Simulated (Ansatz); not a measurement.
# Decaying states in the gap of In2Br3Cl3, part 2 of 4

Aim: relax a made-up compound, In2Br3Cl3, and see how good a tunnel barrier it would be. It is built by putting Br for part of the Cl in the InCl3 structure of space group P6_3/mmc, with the volume rescaled by atomic radii. The parent structure comes from the Materials Project.

Ansatz 0.2.0; r2SCAN DFT, plane waves, PAW files (the session's first sound run).

So far. Step 2 (Relaxing the new crystal): The largest force component on a free atom ends at 0.011 eV/Å.

The structure was built from a prototype and need not be the compound's stable phase.

## 3. The bulk crystal and its band edges

The energy window and the wavevectors of the next steps follow from the band edges, so these are searched first, off the mesh as well.

File input.yaml:

```yaml
crystal:
  lattice:
    - [10.5240780354, 0.9807050259, 0.0]
    - [-4.4127235516, 5.9847943275, 0.0]
    - [0.0, 0.0, 3.5222783924]
  atoms:
    - { symbol: In, position: [0.7243549425, 0.4195572632, 0.25] }
    - { symbol: In, position: [0.2727974214, 0.5837854518, 0.75] }
    - { symbol: Br, position: [0.8337518495, 0.2563502624, 0.75] }
    - { symbol: Br, position: [0.4957104766, 0.252693524, 0.75] }
    - { symbol: Cl, position: [0.8308970544, 0.7157216976, 0.75] }
    - { symbol: Cl, position: [0.1717696193, 0.7331567331, 0.25] }
    - { symbol: Br, position: [0.5014030095, 0.7515487339, 0.25] }
    - { symbol: Cl, position: [0.1693156269, 0.287186334, 0.25] }
kpoints:
  mp_grid: { grid: [4, 4, 6] }
  band_path: { path: [VBM, CBM], npoints: 30 }
scf:
  occupations: { method: fixed }
hamiltonian:
  xc: r2scan
output:
  eigenvalues: true
  write_potential: true
  write_density: true
  volumetric_format: npy
  elf: true
```

Launch:

```console
ansatz run input.yaml --threads 2 --pin off --max-ram 4096MiB --backend cpu --events-out ev --progress --plain --runs-dir out
```

Numbers of over 12 decimals in the logs are rounded to 6 here.

What it wrote:

```text
[...]
Crystal: 8 atoms, lattice volume = 237.092 Å³
Basis set: ecut = 500 eV, 6021 PW (Γ), exchange–correlation on 320×240×108 points (64 copies of the dense FFT grid, shifted against one another)
Bands: 42, of which v1, the nominal top of the filled ones, is band 34 counted from 1 (33 counted from 0)
Symmetry: 2 space group operations
[...]
k-points: 40 of 96 (time reversal used)
[...]
SCF iter   1: F=—  HF=-22861.310694 eV  |F-HF|=—  |Δ(HF+E_count)|=         —  Δρ=6.37e-3  dr2=1.05e-1  dr2_τ=3.21e-2  ethr=1.77e-3  ⟨swp⟩=5.1  Hψ=6007  notcnv=0  defer=240
[...]
SCF iter   6: F=-22861.346170 eV  HF=-22861.346170 eV  |F-HF|=4.29e-8  |Δ(HF+E_count)|=   1.11e-6  Δρ=5.59e-6  dr2=9.12e-8  dr2_τ=7.97e-9  ethr=1.47e-10  ⟨swp⟩=12.4  Hψ=9556  notcnv=0
SCF 1 converged in 6 iterations: F = -22861.346170 eV  dr2 = 9.12e-8
[...]
NSCF: frozen V_eff on 80 k-points
[...]
SCF converged after 6 iterations
Free energy (F): -22861.346170 eV
[...]
Internal energy: -22861.346170 eV  (E = F + TS)
E sigma→0 (E₀):  -22861.346170 eV
Fermi energy:    2.313464 eV
[...]
--- Band table (eV; the first three rows and the last of 40) ---
  k-point 0: bands = [... 30 lower, 1.9195, 1.9909, 2.1382, 2.2963, 4.9463, 5.6763, 8.3520, 8.7235, ... 4 higher]
  k-point 1: bands = [... 30 lower, 1.4708, 1.5941, 1.9299, 1.9997, 5.6343, 5.8926, 8.8683, 9.2909, ... 4 higher]
  k-point 2: bands = [... 30 lower, 1.5570, 1.6964, 1.8775, 1.9555, 5.2244, 5.4110, 8.7949, 8.9548, ... 4 higher]
  k-point 39: bands = [... 30 lower, 1.5420, 1.6494, 1.7722, 1.9238, 4.8597, 4.9799, 8.3390, 8.4920, ... 4 higher]
```

Elapsed: 3.1 min, on 2 threads of Arm Neoverse V2, shared host; peak memory 1.3 GiB; 6.2 min of CPU time.

Numbers from this step:

| Property | Result |
| --- | --- |
| Fermi energy | 2.313 eV |
| gap on the k-mesh | 2.391 eV |
| gap on path | 2.391 eV, by band count; negative where bands overlap |
| direct gap on path | 2.753 eV |
| edge places on path | 0, 1.019 1/A along the path |

Electronic bands along the path, in eV, zero at the Fermi level (highest filled level under fixed occupations); v1 is the highest filled band, c1 the lowest empty one:

```
  point     v4     v3     v2     v1    c1    c2    c3    c4
    VBM  -0.52  -0.41  -0.19   0.00  3.19  3.34  6.11  6.51
halfway  -0.84  -0.70  -0.53  -0.39  3.41  3.43  6.69  7.04
    CBM  -0.73  -0.58  -0.54  -0.36  2.39  2.56  6.08  6.18
```

Electrostatic potential energy in the ab plane at fractional z = 0.250, with atoms of In and Cl and Br within 0.2 Å of it. With pseudopotentials it is smooth inside the atoms' cores, unlike the true potential.

Ten even steps from '_' (-48 eV) to '@' (10 eV), each cell a mean:
```
@@@@@@@@@@@@@@@@@@@@@@@@@@@@@@@@@@@@@@@@@@@@@@@@@@@@@@@@@@@@
@@@@@@@@@@@@@@@@@@@@@@@@@@@@@@@@%%%%%%@@@@@@@@@@@@@@@@@@@@@@
@@@@@@@@@@%%####%%@@@@@@@@@@##++--==%%@@@@@@@@@@@@@@@@@@@@@@
@@@@@@@@**--::==%%@@@@@@@@##::____..##@@@@@@@@@@@@@@@@@@@@@@
@@@@@@##::____--%%@@@@@@%%--______::%%@@@@@@@@@@@@@@@@@@@@@@
@@@@%%--______++%%@@@@%%**________**@@@@@@@@@@@@@@@@@@@@@@@@
@@@@##::__..==%%@@@@@@%%++____..++%%@@@@@@@@@@@@@@@@@@@@@@@@
@@@@##++--++%%@@@@@@@@%%##====**%%@@@@@@@@@@@@%%%%%%@@@@@@@@
@@@@@@%%%%%%@@@@@@@@@@@@%%%%%%@@@@@@@@@@@@%%##**##%%%%@@@@@@
@@@@@@@@@@@@@@@@@@@@@@@@@@@@@@@@@@@@@@@@%%**==--==##%%@@@@@@
@@@@@@@@@@@@@@@@@@@@@@@@@@@@@@@@@@@@@@%%++::....--##%%@@@@@@
@@@@@@@@@@%%%%%%%%@@@@@@@@@@@@@@@@@@%%**::......==##@@@@@@@@
@@@@@@@@##++--++%%@@@@@@@@@@@@@@@@@@##==......::**%%@@@@@@@@
@@@@@@##--____--%%@@@@@@@@@@@@@@@@%%##--....::++%%@@@@@@@@@@
@@@@%%==______==%%@@@@@@@@@@@@@@@@%%##++====**%%@@@@@@@@@@@@
@@@@##::____--##@@@@@@@@@@@@@@@@@@%%%%####%%%%@@@@@@@@@@@@@@
@@@@##--::==##@@@@@@@@@@@@@@@@@@@@@@%%%%%%@@@@@@@@@@@@@@@@@@
@@@@%%####%%@@@@@@@@@@@@@@@@@@@@@@@@@@@@@@@@@@@@@@@@@@@@@@@@
@@@@@@@@@@@@@@@@@@@@@@@@@@@@@@@@@@@@@@@@@@@@@@@@@@@@@@@@@@@@
@@@@@@@@@@@@@@@@@@@@@@@@@@@@@@@@@@@@@@@@@@@@@@@@@@@@@@@@@@@@
@@@@@@@@@@@@@@@@@@@@@@@@@@@@@@@@@@@@@@@@@@@@@@@@@@@@@@@@@@@@
```
Columns run along a (10.6 Å; values clipped at the 3rd and 97th percentile), rows up along b (7.4 Å). Atoms in or near the plane, at fractional coordinates: In at (0.72, 0.42), Cl at (0.17, 0.73), Br at (0.50, 0.75), Cl at (0.17, 0.29).

Valence density in the ab plane at fractional z = 0.250, with atoms of In and Cl and Br within 0.2 Å of it. It is the smooth field of the valence electrons, not physical close to the nuclei.

Values in units of 1e0 e/Å³, 11 rows by 16 columns, each cell a mean:
```
0.0 0.0 0.0 0.1 0.1 0.1 0.0 0.1 0.3 0.3 0.1 0.0 0.0 0.0 0.0 0.0
0.0 0.1 0.6 1.2 0.6 0.1 0.1 0.6 1.0 0.9 0.2 0.0 0.0 0.0 0.0 0.0
0.1 0.6 1.2 1.4 0.7 0.1 0.5 0.9 0.6 0.8 0.1 0.0 0.0 0.0 0.0 0.0
0.1 1.0 1.5 1.1 0.3 0.2 0.7 1.0 0.9 0.3 0.0 0.0 0.1 0.1 0.0 0.0
0.1 0.5 0.5 0.2 0.1 0.1 0.3 0.4 0.2 0.0 0.0 0.2 0.5 0.2 0.0 0.0
0.0 0.1 0.1 0.3 0.2 0.1 0.1 0.1 0.0 0.0 0.4 3.8 4.3 0.5 0.1 0.0
0.0 0.1 0.7 1.3 0.6 0.1 0.0 0.0 0.0 0.1 2.0 8.6 3.7 0.2 0.1 0.0
0.1 0.7 1.1 1.4 0.6 0.1 0.0 0.0 0.1 0.2 1.1 1.7 0.4 0.1 0.1 0.0
0.2 1.1 1.5 0.9 0.1 0.0 0.0 0.1 0.1 0.1 0.1 0.1 0.1 0.1 0.0 0.0
0.1 0.4 0.4 0.1 0.0 0.0 0.0 0.0 0.0 0.0 0.0 0.0 0.0 0.0 0.0 0.0
0.0 0.0 0.0 0.0 0.0 0.0 0.0 0.0 0.0 0.0 0.0 0.0 0.0 0.0 0.0 0.0
```
Columns run along a (10.6 Å), rows up along b (7.4 Å). Atoms in or near the plane, at fractional coordinates: In at (0.72, 0.42), Cl at (0.17, 0.73), Br at (0.50, 0.75), Cl at (0.17, 0.29).

ELF in the ab plane at fractional z = 0.250, with atoms of In and Cl and Br within 0.2 Å of it. It is the smooth field of the valence electrons, not physical close to the nuclei.

Ten even steps from '0' (0.00) to '9' (0.90), each cell a mean:
```
000002466410003688862000000000
000147898720037999984100000000
001589999720279999985100000000
015899999611698548984000000000
048996798413882018972000000000
179963797116850069950000000000
389977873137964799610000000000
589998741137899997200001110000
489986310125899862000111110000
267631111013576410001222211000
012101344100121000012100221000
000147887410000000121000211000
002689898620000001120001210000
027997799720000011121012110000
169973799610000011122221100000
389967998300000011112111000000
599999985000000001111100000000
699999851000000000000000000001
688887410000000000000000000001
356641000000000000000000000000
011100011000000024320000000000
```
Columns run along a (10.6 Å), rows up along b (7.4 Å). Atoms in or near the plane, at fractional coordinates: In at (0.72, 0.42), Cl at (0.17, 0.73), Br at (0.50, 0.75), Cl at (0.17, 0.29).

The searched edges give 2.39 eV, as on the mesh.

## 4. Decaying states in the gap, plane (001), k-mesh 6×4×4

This step: r2SCAN DFT, plane waves, PAW files; complex bands by layer matching along the plane's normal (Ansatz 0.2.0).

The same crystal is laid in a cell whose first two vectors span the (001) plane (indices of the standard conventional cell, whose axes can be ordered otherwise than in the bulk input). At fixed energy and wavevector in the plane the solver finds all kz, real and complex. A few wavevectors are listed, (0, 0) and (-0.5, 0) in units of the plane's reciprocal vectors; the slowest state needn't be among them.

File input.yaml:

```yaml
crystal:
  lattice:
    - [3.522278392, 0.0, 0.0]
    - [0.0, 10.569673639, 0.0]
    - [0.0, 6.731283684, 6.368410699]
  atoms:
    - { symbol: In, position: [0.25, 0.3047976793, 0.4195572632] }
    - { symbol: In, position: [0.75, 0.6890119696, 0.5837854518] }
    - { symbol: Br, position: [0.75, 0.5774015871, 0.2563502624] }
    - { symbol: Br, position: [0.75, 0.2430169526, 0.252693524] }
    - { symbol: Cl, position: [0.75, 0.1151753568, 0.7157216976] }
    - { symbol: Cl, position: [0.25, 0.4386128862, 0.7331567331] }
    - { symbol: Br, position: [0.25, 0.7498542756, 0.7515487339] }
    - { symbol: Cl, position: [0.25, 0.8821292929, 0.287186334] }
kpoints:
  mp_grid: { grid: [6, 4, 4] }
scf:
  occupations: { method: fixed }
hamiltonian:
  xc: r2scan
output:
  eigenvalues: true
  transmission:
    leads: [[0, 0]]
    kpoints: [[0.0, 0.0], [-0.5, 0.0]]
    e_range: [-1.0, 3.39]
    de: 0.07
```

What it wrote:

```text
[...]
Crystal: 8 atoms, lattice volume = 237.092 Å³
Basis set: ecut = 500 eV, 6021 PW (Γ), exchange–correlation on 108×320×288 points (64 copies of the dense FFT grid, shifted against one another)
Bands: 42, of which v1, the nominal top of the filled ones, is band 34 counted from 1 (33 counted from 0)
Symmetry: 2 space group operations
[...]
k-points: 40 of 96 (time reversal used)
[...]
SCF iter   1: F=—  HF=-22861.310702 eV  |F-HF|=—  |Δ(HF+E_count)|=         —  Δρ=6.37e-3  dr2=1.05e-1  dr2_τ=3.21e-2  ethr=1.77e-3  ⟨swp⟩=5.1  Hψ=5997  notcnv=0  defer=240
[...]
SCF iter   6: F=-22861.346170 eV  HF=-22861.346170 eV  |F-HF|=4.01e-8  |Δ(HF+E_count)|=   1.10e-6  Δρ=5.57e-6  dr2=9.23e-8  dr2_τ=8.14e-9  ethr=1.47e-10  ⟨swp⟩=12.4  Hψ=9527  notcnv=0
SCF 1 converged in 6 iterations: F = -22861.346170 eV  dr2 = 9.23e-8
[...]
transmission: 11 of 22 steps passed
transmission: 22 of 22 steps passed
SCF converged after 6 iterations
Free energy (F): -22861.346170 eV
[...]
Internal energy: -22861.346170 eV  (E = F + TS)
E sigma→0 (E₀):  -22861.346170 eV
Fermi energy:    2.313463 eV
[...]
--- Band table (eV; the first three rows and the last of 40) ---
  k-point 0: bands = [... 30 lower, 1.9195, 1.9909, 2.1383, 2.2963, 4.9463, 5.6763, 8.3520, 8.7235, ... 4 higher]
  k-point 1: bands = [... 30 lower, 1.8621, 1.9121, 2.1280, 2.3057, 5.2484, 5.6596, 8.3535, 8.7532, ... 4 higher]
  k-point 2: bands = [... 30 lower, 1.7919, 1.9006, 2.1233, 2.3135, 5.5034, 5.6538, 8.4276, 8.8241, ... 4 higher]
  k-point 39: bands = [... 30 lower, 1.5969, 1.7436, 1.8049, 1.9414, 4.7646, 4.9103, 8.3530, 8.5082, ... 4 higher]
--- Transmission ---
  basis      : 399 plane waves across, 11 finite elements along
  points     : 2, as listed
  energies   : 63 from -1.000000 to 3.340000 eV about the Fermi level, 0.070000 eV apart; the leads are filled to 1.195291 eV, and channels, transmission and decay are at 1.170000 eV
  crystal 0  : Br3Cl3In2, at the sites [0, 0], period 6.3684 Å: whole cells are its period
    offset         : up to 0.0000 Å between an atom of the period and one for which it stands
    channels       : 0.000000e0 a spin
    conductance    : none, the energies end too early or step too widely for 300 K: set another output.transmission.e_range or a lower de, or, where they end at an eighth of basis.ecutwfc, a higher one
    slowest decay  : 0.2946 /Å at (0.0000, 0.0000)
```

Elapsed: 3.4 min, on 2 threads; peak memory 2 GiB; 6 min of CPU time.

Numbers from this step:

* level to which the leads are filled: 1.195 eV from the Fermi level
* decay constant at the filling level, zone centre: 0.2946 Å⁻¹
* decay constant at the filling level, slowest listed point: 0.2946 Å⁻¹

K parallel (0, 0); values up to 1.5 1/Å, a degenerate pair printed once or twice; energies at which all values exceed this have no row. Im kz of the slowest decaying states against energy, zero at the highest filled level on the SCF mesh:

```
energy (eV)  decay 1 (Å⁻¹)  decay 2 (Å⁻¹)  decay 3 (Å⁻¹)  decay 4 (Å⁻¹)
      -1.00          0.166          0.213          0.268          0.509
      -0.86         0.0539          0.172          0.257          0.293
      -0.65          0.232          0.255          0.313          0.390
      -0.51          0.295          0.353          0.388          0.432
      -0.30         0.0646          0.250          0.346          0.369
      -0.16          0.153          0.200          0.328          0.371
      -0.02          0.109          0.194          0.369          0.390
       0.05          0.210          0.383          0.399          0.455
       0.19          0.234          0.405          0.414          0.469
       0.40          0.260          0.430          0.431          0.486
       0.54          0.272          0.441          0.443          0.494
       0.75          0.285          0.453          0.459          0.504
       0.89          0.291          0.459          0.468          0.510
       1.10          0.294          0.467          0.480          0.515
       1.24          0.294          0.470          0.486          0.518
       1.45          0.290          0.474          0.494          0.521
       1.59          0.284          0.475          0.498          0.521
       1.80          0.270          0.475          0.503          0.522
       1.94          0.257          0.474          0.504          0.522
       2.15          0.228          0.470          0.503          0.522
       2.29          0.201          0.466          0.500          0.522
       2.50          0.134          0.458          0.492          0.523
       2.64          0.449          0.485          0.523          0.829
       2.85          0.431          0.470          0.523          0.832
       2.99          0.413          0.456          0.523          0.834
       3.20         0.0481          0.358          0.422          0.521
       3.34          0.364          0.365          0.520          0.835
```

K parallel (-0.5, 0); values up to 1.5 1/Å, a degenerate pair printed once or twice; energies at which all values exceed this have no row. Table of Im kz of the slowest decaying states by energy, zero at the highest filled level on the SCF mesh:

```
energy (eV)  decay 1 (Å⁻¹)  decay 2 (Å⁻¹)  decay 3 (Å⁻¹)  decay 4 (Å⁻¹)
    -1.0000          0.211          0.324          0.348          0.501
    -0.7200          0.128          0.149          0.197          0.286
    -0.5100          0.145          0.225          0.308          0.334
    -0.2300          0.224          0.376          0.394          0.414
    -0.0200          0.311          0.418          0.431          0.436
     0.2600          0.373          0.453          0.459          0.464
     0.4700          0.404          0.471          0.472          0.482
     0.7500          0.432          0.480          0.490          0.499
     1.0300          0.451          0.482          0.503          0.511
     1.2400          0.461          0.477          0.509          0.517
     1.5200          0.462          0.467          0.515          0.521
     1.7300          0.440          0.466          0.517          0.522
     2.0100          0.384          0.452          0.517          0.521
     2.2200          0.296          0.415          0.515          0.517
     2.5000          0.231          0.505          0.508          0.549
     2.7800          0.366          0.397          0.468          0.491
     2.9900          0.480          0.487          0.549          0.577
     3.2700          0.526          0.527          0.528          0.566
```

At the listed wavevectors the last open channel is at -0.37 eV and the next at +2.43 eV on the grid, wider than the gap, since narrow bands can fall between grid energies. At +1.17 eV, the grid energy nearest the filling level (the middle of the gap on the SCF mesh), the slowest state at the listed wavevectors decays with κ = 0.295 Å⁻¹, its amplitude falling by e over 3.4 Å. Through 1 nm of this crystal that state's transmission falls by exp(−2 × 0.295 Å⁻¹ × 10 Å) = 0.0028.

## 5. Decay over the two-dimensional zone

The listed points could miss the slowest state, so one energy near mid-gap is solved on a mesh of 8×4.

Changes to input.yaml since step 4:

```diff
@@ -22,6 +22,2 @@
   eigenvalues: true
-  transmission:
-    leads: [[0, 0]]
-    kpoints: [[0.0, 0.0], [-0.5, 0.0]]
-    e_range: [-1.0, 3.39]
-    de: 0.07
+  transmission: { leads: [[0, 0]], kmesh: [8, 4], e_range: [1.2, 1.21], de: 0.05 }
```

What it wrote:

```text
[...]
Crystal: 8 atoms, lattice volume = 237.092 Å³
Basis set: ecut = 500 eV, 6021 PW (Γ), exchange–correlation on 108×320×288 points (64 copies of the dense FFT grid, shifted against one another)
Bands: 42, of which v1, the nominal top of the filled ones, is band 34 counted from 1 (33 counted from 0)
Symmetry: 2 space group operations
[...]
k-points: 40 of 96 (time reversal used)
[...]
SCF iter   1: F=—  HF=-22861.310702 eV  |F-HF|=—  |Δ(HF+E_count)|=         —  Δρ=6.37e-3  dr2=1.05e-1  dr2_τ=3.21e-2  ethr=1.77e-3  ⟨swp⟩=5.1  Hψ=5997  notcnv=0  defer=240
[...]
SCF iter   6: F=-22861.346170 eV  HF=-22861.346170 eV  |F-HF|=4.01e-8  |Δ(HF+E_count)|=   1.10e-6  Δρ=5.57e-6  dr2=9.23e-8  dr2_τ=8.14e-9  ethr=1.47e-10  ⟨swp⟩=12.4  Hψ=9527  notcnv=0
SCF 1 converged in 6 iterations: F = -22861.346170 eV  dr2 = 9.23e-8
[...]
transmission: 22 of 165 steps passed
transmission: 44 of 165 steps passed
[...]
transmission: 165 of 165 steps passed
SCF converged after 6 iterations
Free energy (F): -22861.346170 eV
[...]
Internal energy: -22861.346170 eV  (E = F + TS)
E sigma→0 (E₀):  -22861.346170 eV
Fermi energy:    2.313463 eV
[...]
--- Band table (eV; the first three rows and the last of 40) ---
  k-point 0: bands = [... 30 lower, 1.9195, 1.9909, 2.1383, 2.2963, 4.9463, 5.6763, 8.3520, 8.7235, ... 4 higher]
  k-point 1: bands = [... 30 lower, 1.8621, 1.9121, 2.1280, 2.3057, 5.2484, 5.6596, 8.3535, 8.7532, ... 4 higher]
  k-point 2: bands = [... 30 lower, 1.7919, 1.9006, 2.1233, 2.3135, 5.5034, 5.6538, 8.4276, 8.8241, ... 4 higher]
  k-point 39: bands = [... 30 lower, 1.5969, 1.7436, 1.8049, 1.9414, 4.7646, 4.9103, 8.3530, 8.5082, ... 4 higher]
--- Transmission ---
  basis      : 399 plane waves across, 11 finite elements along
  points     : 15, standing for a mesh of 8 x 4
  energies   : 1 from 1.200000 to 1.200000 eV about the Fermi level; the leads are filled to 1.195291 eV, and channels, transmission and decay are at 1.200000 eV
  crystal 0  : Br3Cl3In2, at the sites [0, 0], period 6.3684 Å: whole cells are its period
[...]
channels       : 0.000000e0 a spin
    conductance    : none, crystal 0 has no channel at the energies, or these end too early or step too widely for 300 K: set another output.transmission.e_range or a lower de, or, where they end at an eighth of basis.ecutwfc, a higher one
    slowest decay  : 0.2946 /Å at (0.0000, 0.0000)
```

Run time: 2.5 min. Hardware: 2 threads; peak memory 2 GiB; 4.9 min of CPU time.

This step gave:

```yaml
least_decay_constant_on_the_mesh: 0.2946 Å⁻¹
```

Slowest decay constant (1/Å; 0 where a channel is open) over k1 and k2. At 1.2000 eV from the Fermi level.

Ten even steps from '0' (0.295) to '9' (0.512):
```
78741478
77520257
78741478
99997999
```
Columns: k1 (b1) from -0.5 to 0.375; rows upwards: k2 (b2) from -0.5 to 0.25.

The least value on the mesh is 0.295 Å⁻¹ at +1.20 eV. At that energy the listed points give about 0.294 Å⁻¹ by interpolation, so the mesh holds no clearly slower state.

(Part 2 of 4 ends here.)

[Logs are printed without paths, hosts, clocks, repeated set-up lines and the standing remarks that a program may print on its own settings, such as how far it seeks lower states.]

[Hosts, paths, dates, database ids (printed as entryN), source tags and the programs' standing remarks are cut or masked in the printed files.]
